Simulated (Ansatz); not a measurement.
# Squeezing and shearing random wurtzite alloy of AlN and GaN (72 atoms)

How stiff is random wurtzite alloy of AlN and GaN (72 atoms), and how do its levels respond to strain?

Main program and level: Ansatz 0.2.0; Kohn-Sham DFT, PBEsol, PAW (set soft_1), plane waves; PAW set soft_1.

## Step 1: The starting structure

The cell holds 72 atoms: 22 Al, 36 N and 14 Ga. Cell: a = 9.426 Å, b = 9.426 Å, c = 10.122 Å, α = 90.0°, β = 90.0°, γ = 120.0°. It derives from AlN and GaN (wurtzite), repeated 3×3×2. Wurtzite AlN, 3 x 3 x 2 conventional cells, 14 of 36 Al sites given to Ga at random (x = 0.389), lattice by Vegard's rule (a = 3.142 Å, c = 5.061 Å); not relaxed, displaced by a Gaussian of 0.02 Å.

Structure file:

```cif
data_structure
_symmetry_space_group_name_H-M 'P 1'
_symmetry_Int_Tables_number 1
_cell_length_a 9.4257
_cell_length_b 9.4257
_cell_length_c 10.1218
_cell_angle_alpha 90.000
_cell_angle_beta 90.000
_cell_angle_gamma 120.000
_cell_volume 778.78
loop_
_atom_site_label
_atom_site_type_symbol
_atom_site_fract_x
_atom_site_fract_y
_atom_site_fract_z
_atom_site_occupancy
Al1 Al 0.00176 0.00211 0.00107 1
N2 N 0.11097 0.22511 0.06032 1
Al3 Al 0.11106 0.22216 0.24811 1
N4 N 0.99675 0.00158 0.30879 1
Ga5 Ga 0.00144 0.00161 0.49912 1
N6 N 0.10949 0.22446 0.56035 1
Al7 Al 0.11061 0.22397 0.74722 1
N8 N 0.00300 0.00473 0.80899 1
Al9 Al 0.99935 0.33639 0.00045 1
N10 N 0.10477 0.55227 0.06014 1
Al11 Al 0.10872 0.55463 0.24849 1
N12 N 0.99881 0.33457 0.31069 1
Ga13 Ga 0.00176 0.33778 0.49644 1
N14 N 0.11027 0.55477 0.56107 1
Al15 Al 0.10679 0.55211 0.74992 1
N16 N 0.99953 0.33497 0.80923 1
Al17 Al 0.99626 0.66497 0.99733 1
N18 N 0.11083 0.88758 0.05823 1
Al19 Al 0.10930 0.88932 0.25382 1
N20 N 0.99678 0.66458 0.30927 1
Ga21 Ga 0.99397 0.66390 0.50259 1
N22 N 0.11147 0.88868 0.56214 1
Ga23 Ga 0.11452 0.89011 0.74908 1
N24 N 0.00174 0.67034 0.80706 1
Al25 Al 0.33722 0.00106 0.00056 1
N26 N 0.44715 0.22273 0.05935 1
Al27 Al 0.44669 0.22707 0.24817 1
N28 N 0.33066 0.99882 0.31177 1
Al29 Al 0.33366 0.99805 0.50206 1
N30 N 0.44485 0.21934 0.55804 1
Al31 Al 0.44530 0.22201 0.74903 1
N32 N 0.33176 0.00002 0.81200 1
Al33 Al 0.33674 0.33259 0.99940 1
N34 N 0.44571 0.55827 0.06132 1
Al35 Al 0.44396 0.55232 0.24908 1
N36 N 0.33442 0.33684 0.31290 1
Ga37 Ga 0.33648 0.33561 0.50217 1
N38 N 0.44981 0.56220 0.55959 1
Al39 Al 0.45069 0.55959 0.75189 1
N40 N 0.33565 0.33571 0.80689 1
Ga41 Ga 0.32954 0.66641 0.99885 1
N42 N 0.44430 0.88882 0.06487 1
Al43 Al 0.44164 0.88615 0.25007 1
N44 N 0.33176 0.66652 0.30942 1
Al45 Al 0.33230 0.66556 0.50026 1
N46 N 0.44088 0.88823 0.56148 1
Ga47 Ga 0.44652 0.89164 0.74880 1
N48 N 0.33697 0.66971 0.80917 1
Ga49 Ga 0.67042 0.00344 0.00180 1
N50 N 0.78070 0.22517 0.05676 1
Ga51 Ga 0.77937 0.22243 0.24833 1
N52 N 0.66832 0.99814 0.31180 1
Ga53 Ga 0.66787 0.00381 0.50264 1
N54 N 0.77527 0.22584 0.56254 1
Al55 Al 0.78245 0.22055 0.75353 1
N56 N 0.66853 0.00352 0.81014 1
Al57 Al 0.66573 0.33303 0.99824 1
N58 N 0.77682 0.55571 0.06228 1
Al59 Al 0.77486 0.55348 0.24914 1
N60 N 0.66770 0.33260 0.30866 1
Ga61 Ga 0.66503 0.33263 0.49681 1
N62 N 0.77951 0.55820 0.56078 1
Al63 Al 0.77554 0.55488 0.74886 1
N64 N 0.66475 0.33155 0.81141 1
Ga65 Ga 0.66553 0.66649 0.00159 1
N66 N 0.78173 0.89616 0.05971 1
Ga67 Ga 0.77632 0.88645 0.24942 1
N68 N 0.66815 0.66564 0.30972 1
Al69 Al 0.66676 0.66089 0.50288 1
N70 N 0.78008 0.88808 0.55618 1
Ga71 Ga 0.77718 0.88966 0.74874 1
N72 N 0.66420 0.66568 0.80999 1
```

What the set-up can't give: Sampling is at Γ alone.

## Step 2: Single point at the start

A single point comes first, to see the forces before anything moves.

Input file input.yaml:

```yaml
crystal:
  lattice:
    - [9.4257, 0.0, 0.0]
    - [-4.71285, 8.1629, 0.0]
    - [0.0, 0.0, 10.1218]
  atoms:
    - { symbol: Al, position: [0.00176, 0.00211, 0.00107] }
    - { symbol: "N", position: [0.11097, 0.22511, 0.06032] }
    - { symbol: Al, position: [0.11106, 0.22216, 0.24811] }
    - { symbol: "N", position: [0.99675, 0.00158, 0.30879] }
    - { symbol: Ga, position: [0.00144, 0.00161, 0.49912] }
    - { symbol: "N", position: [0.10949, 0.22446, 0.56035] }
    - { symbol: Al, position: [0.11061, 0.22397, 0.74722] }
    - { symbol: "N", position: [0.003, 0.00473, 0.80899] }
    - { symbol: Al, position: [0.99935, 0.33639, 0.00045] }
    - { symbol: "N", position: [0.10477, 0.55227, 0.06014] }
    - { symbol: Al, position: [0.10872, 0.55463, 0.24849] }
    - { symbol: "N", position: [0.99881, 0.33457, 0.31069] }
    - { symbol: Ga, position: [0.00176, 0.33778, 0.49644] }
    - { symbol: "N", position: [0.11027, 0.55477, 0.56107] }
    - { symbol: Al, position: [0.10679, 0.55211, 0.74992] }
    - { symbol: "N", position: [0.99953, 0.33497, 0.80923] }
    - { symbol: Al, position: [0.99626, 0.66497, 0.99733] }
    - { symbol: "N", position: [0.11083, 0.88758, 0.05823] }
    - { symbol: Al, position: [0.1093, 0.88932, 0.25382] }
    - { symbol: "N", position: [0.99678, 0.66458, 0.30927] }
    - { symbol: Ga, position: [0.99397, 0.6639, 0.50259] }
    - { symbol: "N", position: [0.11147, 0.88868, 0.56214] }
    - { symbol: Ga, position: [0.11452, 0.89011, 0.74908] }
    - { symbol: "N", position: [0.00174, 0.67034, 0.80706] }
    - { symbol: Al, position: [0.33722, 0.00106, 0.00056] }
    - { symbol: "N", position: [0.44715, 0.22273, 0.05935] }
    - { symbol: Al, position: [0.44669, 0.22707, 0.24817] }
    - { symbol: "N", position: [0.33066, 0.99882, 0.31177] }
    - { symbol: Al, position: [0.33366, 0.99805, 0.50206] }
    - { symbol: "N", position: [0.44485, 0.21934, 0.55804] }
    - { symbol: Al, position: [0.4453, 0.22201, 0.74903] }
    - { symbol: "N", position: [0.33176, 2.0e-05, 0.812] }
    - { symbol: Al, position: [0.33674, 0.33259, 0.9994] }
    - { symbol: "N", position: [0.44571, 0.55827, 0.06132] }
    - { symbol: Al, position: [0.44396, 0.55232, 0.24908] }
    - { symbol: "N", position: [0.33442, 0.33684, 0.3129] }
    - { symbol: Ga, position: [0.33648, 0.33561, 0.50217] }
    - { symbol: "N", position: [0.44981, 0.5622, 0.55959] }
    - { symbol: Al, position: [0.45069, 0.55959, 0.75189] }
    - { symbol: "N", position: [0.33565, 0.33571, 0.80689] }
    - { symbol: Ga, position: [0.32954, 0.66641, 0.99885] }
    - { symbol: "N", position: [0.4443, 0.88882, 0.06487] }
    - { symbol: Al, position: [0.44164, 0.88615, 0.25007] }
    - { symbol: "N", position: [0.33176, 0.66652, 0.30942] }
    - { symbol: Al, position: [0.3323, 0.66556, 0.50026] }
    - { symbol: "N", position: [0.44088, 0.88823, 0.56148] }
    - { symbol: Ga, position: [0.44652, 0.89164, 0.7488] }
    - { symbol: "N", position: [0.33697, 0.66971, 0.80917] }
    - { symbol: Ga, position: [0.67042, 0.00344, 0.0018] }
    - { symbol: "N", position: [0.7807, 0.22517, 0.05676] }
    - { symbol: Ga, position: [0.77937, 0.22243, 0.24833] }
    - { symbol: "N", position: [0.66832, 0.99814, 0.3118] }
    - { symbol: Ga, position: [0.66787, 0.00381, 0.50264] }
    - { symbol: "N", position: [0.77527, 0.22584, 0.56254] }
    - { symbol: Al, position: [0.78245, 0.22055, 0.75353] }
    - { symbol: "N", position: [0.66853, 0.00352, 0.81014] }
    - { symbol: Al, position: [0.66573, 0.33303, 0.99824] }
    - { symbol: "N", position: [0.77682, 0.55571, 0.06228] }
    - { symbol: Al, position: [0.77486, 0.55348, 0.24914] }
    - { symbol: "N", position: [0.6677, 0.3326, 0.30866] }
    - { symbol: Ga, position: [0.66503, 0.33263, 0.49681] }
    - { symbol: "N", position: [0.77951, 0.5582, 0.56078] }
    - { symbol: Al, position: [0.77554, 0.55488, 0.74886] }
    - { symbol: "N", position: [0.66475, 0.33155, 0.81141] }
    - { symbol: Ga, position: [0.66553, 0.66649, 0.00159] }
    - { symbol: "N", position: [0.78173, 0.89616, 0.05971] }
    - { symbol: Ga, position: [0.77632, 0.88645, 0.24942] }
    - { symbol: "N", position: [0.66815, 0.66564, 0.30972] }
    - { symbol: Al, position: [0.66676, 0.66089, 0.50288] }
    - { symbol: "N", position: [0.78008, 0.88808, 0.55618] }
    - { symbol: Ga, position: [0.77718, 0.88966, 0.74874] }
    - { symbol: "N", position: [0.6642, 0.66568, 0.80999] }
kpoints:
  mp_grid: { grid: [1, 1, 1] }
hamiltonian:
  xc: pbesol
  pseudopotentials: { kind: paw, azcp: { folder: soft_1 }, xc_functional: pbe }
scf:
  occupations: { method: fixed }
output:
  forces: true
```

Started as:

```bash
> ansatz run input.yaml --threads 4 --pin off --max-ram 8192MiB --backend cpu --events-out ev --progress --plain --runs-dir out
```

Output:

```text
Engine: ansatz 0.2.0, x86_64-unknown-linux-gnu
Pseudopotentials: kind: paw
Pseudopotential: Al, paw, valence charge 3, recommended cutoff 420 eV (normal), soft_1/Al.paw.azcp
Pseudopotential: N, paw, valence charge 5, recommended cutoff 420 eV (normal), soft_1/N.paw.azcp
Pseudopotential: Ga, paw, valence charge 13, recommended cutoff 420 eV (normal), soft_1/Ga.paw.azcp
[... 3 lines on functional and potentials left out ...]
Crystal: 72 atoms, lattice volume = 778.782 Å³
Basis set: ecut = 420 eV, 15249 PW (Γ), exchange–correlation on 128×128×144 points (8 copies of the dense FFT grid, shifted against one another)
Bands: 286, of which v1, the nominal top of the filled ones, is band 214 counted from 1 (213 counted from 0)
Symmetry: 1 space group operations
Space group: P1 (ITA 1), of the structure as read, at distance tolerance 9.2e-5 Å
k-points: 1
[... 10 lines on functional and potentials left out ...]
Initial density: superposition of atomic densities (chi_scale 0.1, normalization cell, long waves kept (reshape's long-wave potential 0.49 eV rms))
Initial wavefunctions: pseudopotential atomic-orbital guess
Functional: x = pbesol(κ = 0.804, μ = 0.123457), c = pbesol(β = 0.046)
SCF iter   1: F=—  HF=-77684.873342 eV  |F-HF|=—  |Δ(HF+E_count)|=         —  Δρ=1.24e-1  dr2=1.26e2  ethr=3.10e-3  ⟨swp⟩=4.0  Hψ=834  notcnv=0  defer=69
preconditioner: auto → Resta (q_TF=auto, 2.469 Å⁻¹)  ε∞=3.9  [insulator: Δε(μ)=4.051 eV  Ē_g=16.270 eV  n_scr=210 (ndim 8)  ℏωp=27.5 eV  f_vac=0.000  ε∞_Penn≈3.9]
SCF iter   2: F=—  HF=-77648.952969 eV  |F-HF|=—  |Δ(HF+E_count)|=    3.59e1  Δρ=4.76e-2  dr2=1.17e1  ethr=3.10e-3  ⟨swp⟩=3.0  Hψ=525  notcnv=0  defer=63
SCF iter   3: F=—  HF=-77645.775387 eV  |F-HF|=—  |Δ(HF+E_count)|=    3.18e0  Δρ=2.08e-2  dr2=2.50e0  ethr=2.73e-3  ⟨swp⟩=2.0  Hψ=226  notcnv=0  defer=62
automatic band count: iteration 3 solves 278 bands in place of 286: the levels show a gap, and the empty bands left out lie too high to hold charge; the band table lists the bands solved (type scf.n_extra_bands for more)
SCF iter   4: F=—  HF=-77645.180192 eV  |F-HF|=—  |Δ(HF+E_count)|=   5.95e-1  Δρ=2.87e-3  dr2=4.77e-2  ethr=5.84e-4  ⟨swp⟩=4.0  Hψ=506  notcnv=0  defer=62
SCF iter   5: F=—  HF=-77645.209908 eV  |F-HF|=—  |Δ(HF+E_count)|=   2.97e-2  Δρ=2.08e-3  dr2=2.64e-2  ethr=1.11e-5  ⟨swp⟩=3.0  Hψ=439  notcnv=0  defer=62
SCF iter   6: F=—  HF=-77645.200546 eV  |F-HF|=—  |Δ(HF+E_count)|=   9.36e-3  Δρ=3.34e-4  dr2=9.65e-4  ethr=6.16e-6  ⟨swp⟩=2.0  Hψ=436  notcnv=0  defer=62
SCF iter   7: F=—  HF=-77645.200689 eV  |F-HF|=—  |Δ(HF+E_count)|=   1.43e-4  Δρ=1.21e-4  dr2=1.10e-4  ethr=2.26e-7  ⟨swp⟩=2.0  Hψ=435  notcnv=0  defer=62
SCF iter   8: F=—  HF=-77645.200741 eV  |F-HF|=—  |Δ(HF+E_count)|=   5.21e-5  Δρ=7.73e-5  dr2=4.26e-5  ethr=2.57e-8  ⟨swp⟩=2.0  Hψ=436  notcnv=0  defer=60
SCF iter   9: F=—  HF=-77645.200852 eV  |F-HF|=—  |Δ(HF+E_count)|=   1.11e-4  Δρ=2.09e-5  dr2=3.28e-6  ethr=9.96e-9  ⟨swp⟩=2.0  Hψ=480  notcnv=0  defer=60
SCF iter  10: F=—  HF=-77645.200853 eV  |F-HF|=—  |Δ(HF+E_count)|=   1.09e-6  Δρ=8.34e-6  dr2=5.42e-7  ethr=7.68e-10  ⟨swp⟩=2.0  Hψ=433  notcnv=0  defer=60
SCF iter  11: F=-77645.200853 eV  HF=-77645.200853 eV  |F-HF|=3.07e-9  |Δ(HF+E_count)|=   4.99e-8  Δρ=2.40e-6  dr2=3.11e-8  ethr=2.34e-11  ⟨swp⟩=4.0  Hψ=790  notcnv=0
SCF 1 converged in 11 iterations: F = -77645.200853 eV  dr2 = 3.11e-8
  greatest PAW one-centre occupation: 0.996 electrons in one spin orbital (limit 2), on the Ga atom at site 22 (counted from 0), in its partial waves of l = 2
SCF converged after 11 iterations
Free energy (F): -77645.200853 eV
Harris-Foulkes:  -77645.200853 eV  (|F-HF|=3.07e-9)
Internal energy: -77645.200853 eV  (E = F + TS)
E sigma→0 (E₀):  -77645.200853 eV
Fermi energy:    8.198210 eV
--- Per-component energies (eV) ---
  E_band       = 99.467774
  E_kinetic    = 6815.399463
  E_local      = -33551.256553  (includes V_loc(G=0)·N_el)
  E_nonlocal   = 233.331518
  E_hartree    = 18712.712302
  E_xc         = -3854.316681
  E_vxc        = -4173.130240  (∫ρ·V_xc dr)
  E_paw        = -41899.857711  (= ΣΔE_a)
  E_vpaw       = -6650.337312  (= ΣTr[D̂ρ^β])
  E_aug_tail   = 0.028312  (compensation charges beyond the density's cutoff)
  E_ewald      = -24114.755826
  E_core_change = 13.514324  (= ΣΔE_core)
  E_smearing   = -0.000000  (= −TS)
  E_closure    = -0.000000  (closes the sum)
  Σ components = -77645.200853   (vs F -77645.200853, Δ=0.00e0)
--- Forces (eV/Å), atoms counted from 1 ---
  atom   1  Al     0.24716418    -0.00905686    -0.31109349
  atom   2  N      0.44271577     0.11222516    -0.23146301
  atom   3  Al    -0.16949324     0.19786255     0.46831581
  atom   4  N      1.35875626     0.47432148    -0.49204471
  atom   5  Ga     0.03146164     0.01359667     0.01949593
  atom   6  N      0.43927511     0.10530472     0.51720942
  atom   7  Al     0.28126382     0.08909391     0.48994552
  atom   8  N     -0.18713198     0.35537899     0.67345950
  atom   9  Al     0.55188760    -0.40099067    -0.25086685
  atom  10  N     -0.34926124     0.17795176     0.01801951
  atom  11  Al     0.01113145     0.34668346     0.40531025
  atom  12  N      1.04347986     0.29757756    -1.20318910
  atom  13  Ga    -0.38024299    -0.62264906     0.60627033
  atom  14  N      0.62568360     0.73561056     0.50200818
[...]
atom  71  Ga     0.48643871     0.10458351    -0.12691926
  atom  72  N      0.76924330    -0.26303336    -0.35175415
  max |Σ_I F_I| component: 4.32e-5 eV/Å
```

The job ended after 41 s (4 threads of Intel Xeon at 2.50GHz (Skylake/Cascade Lake), shared host; peak memory 0.97 GiB).

The r.m.s. force at the start is 0.52 eV/Å.

## Step 3: Cell and atoms relaxed

Cell and atoms are freed together, to release stress as well as forces.

Input file input.yaml:

```yaml
crystal:
  lattice:
    - [9.4257, 0.0, 0.0]
    - [-4.71285, 8.1629, 0.0]
    - [0.0, 0.0, 10.1218]
  atoms:
    [... the 72 atom lines of step 2 ...]
kpoints:
  mp_grid: { grid: [1, 1, 1] }
hamiltonian:
  xc: pbesol
  pseudopotentials: { kind: paw, azcp: { folder: soft_1 }, xc_functional: pbe }
scf:
  occupations: { method: fixed }
output:
  forces: true
relax:
  f_tol: 0.05
  max_steps: 150
  cell: {}
```

Output:

```text
[...]
Crystal: 72 atoms, lattice volume = 778.782 Å³
Basis set: ecut = 420 eV, 15249 PW (Γ), exchange–correlation on 128×128×144 points (8 copies of the dense FFT grid, shifted against one another)
Bands: 286, of which v1, the nominal top of the filled ones, is band 214 counted from 1 (213 counted from 0)
Symmetry: 1 space group operations
[...]
k-points: 1
[...]
SCF iter   1: F=—  HF=-77684.873342 eV  |F-HF|=—  |Δ(HF+E_count)|=         —  Δρ=1.24e-1  dr2=1.26e2  ethr=3.10e-3  ⟨swp⟩=4.0  Hψ=834  notcnv=0  defer=69
[...]
SCF iter   5: F=—  HF=-77645.209898 eV  |F-HF|=—  |Δ(HF+E_count)|=   2.97e-2  Δρ=2.08e-3  dr2=2.64e-2  ethr=1.11e-5  ⟨swp⟩=3.0  Hψ=439  notcnv=0  defer=62
[...]
SCF iter  10: F=—  HF=-77645.200853 eV  |F-HF|=—  |Δ(HF+E_count)|=   1.09e-6  Δρ=8.35e-6  dr2=5.43e-7  ethr=7.68e-10  ⟨swp⟩=2.0  Hψ=433  notcnv=0  defer=60
SCF iter  11: F=-77645.200853 eV  HF=-77645.200853 eV  |F-HF|=3.16e-9  |Δ(HF+E_count)|=   5.03e-8  Δρ=2.40e-6  dr2=3.10e-8  ethr=2.34e-11  ⟨swp⟩=4.0  Hψ=790  notcnv=0
SCF 1 converged in 11 iterations: F = -77645.200853 eV  dr2 = 3.10e-8
[...]
relax step   1: F+E_penalty+E_count = -77645.20085289 eV  Δ(F+E_penalty+E_count) = +0.000e0 eV  max|allowed force component| = 1.650e0 eV/Å  Δτ_max = 0.0000 Å  P = +0.638 GPa  Ω = 778.782 Å³  (11 SCF iters, dr2 threshold 1.00e-7 eV, accepted)
[...]
relax step   2: F+E_penalty+E_count = -77646.19606677 eV  Δ(F+E_penalty+E_count) = -9.952e-1 eV  max|allowed force component| = 7.271e-1 eV/Å  Δτ_max = 0.0582 Å  P = +0.028 GPa  Ω = 779.578 Å³  energy of the carried Pulay correction = -1.430e-3 eV  (6 SCF iters, dr2 threshold 7.20e-6 eV, accepted)
[...]
relax step   3: F+E_penalty+E_count = -77646.50817209 eV  Δ(F+E_penalty+E_count) = -3.121e-1 eV  max|allowed force component| = 4.904e-2 eV/Å  Δτ_max = 0.0392 Å  P = +0.065 GPa  Ω = 778.756 Å³  energy of the carried Pulay correction = +4.590e-5 eV  (6 SCF iters, dr2 threshold 7.20e-6 eV, accepted)
[...]
relax step   4: F+E_penalty+E_count = -77646.50883399 eV  Δ(F+E_penalty+E_count) = -6.619e-4 eV  max|allowed force component| = 5.232e-3 eV/Å  Δτ_max = 0.0034 Å  P = -0.010 GPa  Ω = 779.021 Å³  energy of the carried Pulay correction = -4.292e-4 eV  (7 SCF iters, dr2 threshold 2.12e-8 eV, accepted)
[...]
relax step   5: F+E_penalty+E_count = -77646.50332727 eV  Δ(F+E_penalty+E_count) = +5.507e-3 eV  max|allowed force component| = 5.260e-3 eV/Å  Δτ_max = 0.0000 Å  P = -0.014 GPa  Ω = 779.021 Å³  stress off target by 3.07e-2 GPa  SCF on the basis re-selected at this cell (its energy is not comparable with the rows above)  (5 SCF iters)
basis re-selected at this cell: Δ(F+E_penalty+E_count) = +5.507e-3 eV, ΔP = -0.004 GPa vs the last step (what re-selecting the basis moved, of the pressure what is left beyond the Pulay correction that the steps carried, after the strain that the cell walked since its last selection, [...]
SCF converged after 5 iterations
Free energy (F): -77646.503327 eV
[...]
Internal energy: -77646.503327 eV  (E = F + TS)
E sigma→0 (E₀):  -77646.503327 eV
Fermi energy:    8.173945 eV
[...]
Σ components = -77646.503327   (vs F -77646.503327, Δ=0.00e0)
--- Forces (eV/Å), atoms counted from 1 ---
  atom   1  Al    -0.00255046    -0.00345733    -0.00356718
  atom   2  N      0.00271593     0.00103621    -0.00047624
  atom   3  Al    -0.00224043    -0.00230116     0.00349954
  atom   4  N      0.00214666     0.00250827    -0.00237402
[...]
atom  72  N      0.00044713    -0.00197619     0.00219859
  max |Σ_I F_I| component: 9.62e-6 eV/Å
--- Stress (GPa, compression-positive) ---
       -0.002591      -0.001443      -0.000410
       -0.001442      -0.008772      -0.002519
       -0.000410      -0.002531      -0.030443
  P = ⅓ Tr σ = -0.0139 GPa (-0.139 kbar)
--- Relaxed structure (4 steps of the walk, 4 accepted, 1 SCFs on fresh bases) ---
  F+E_penalty+E_count = -77646.50332727 eV   max|allowed force component| = 5.260e-3 eV/Å   (the final SCF, on the basis selected at the relaxed cell)
  cell:  # Å, volume = 779.0208 Å³
    - [9.445214, -0.000223645, -7.192260e-5]
    - [-4.722801, 8.178360, -0.000454404]
    - [-7.723418e-5, -0.000608042, 10.085025]
  atoms:
    - { symbol: Al, position: [0.00235788, 0.00152159, 0.00168851] }
    - { symbol: N, position: [0.111605, 0.223555, 0.058026] }
    - { symbol: Al, position: [0.112808, 0.224018, 0.247363] }
    - { symbol: N, position: [1.005886, 0.00387009, 0.304550] }
[...]
- { symbol: N, position: [0.663771, 0.661960, 0.806051] }
```

Run time: 2.4 min. Hardware: 4 threads; peak memory 0.97 GiB.

The relaxation converged after 4 steps, with a largest force component of 0.0053 eV/Å.

[end of part 1 of 3]

[Long decimals in the printed logs are rounded to 6 places.]

[Logs are printed without paths, hosts, clocks, repeated set-up lines and the standing remarks that a program may print on its own settings, such as how far it seeks lower states.]

[Hosts, paths, dates, database ids (printed as entryN), source tags and the programs' standing remarks are cut or masked in the printed files.]
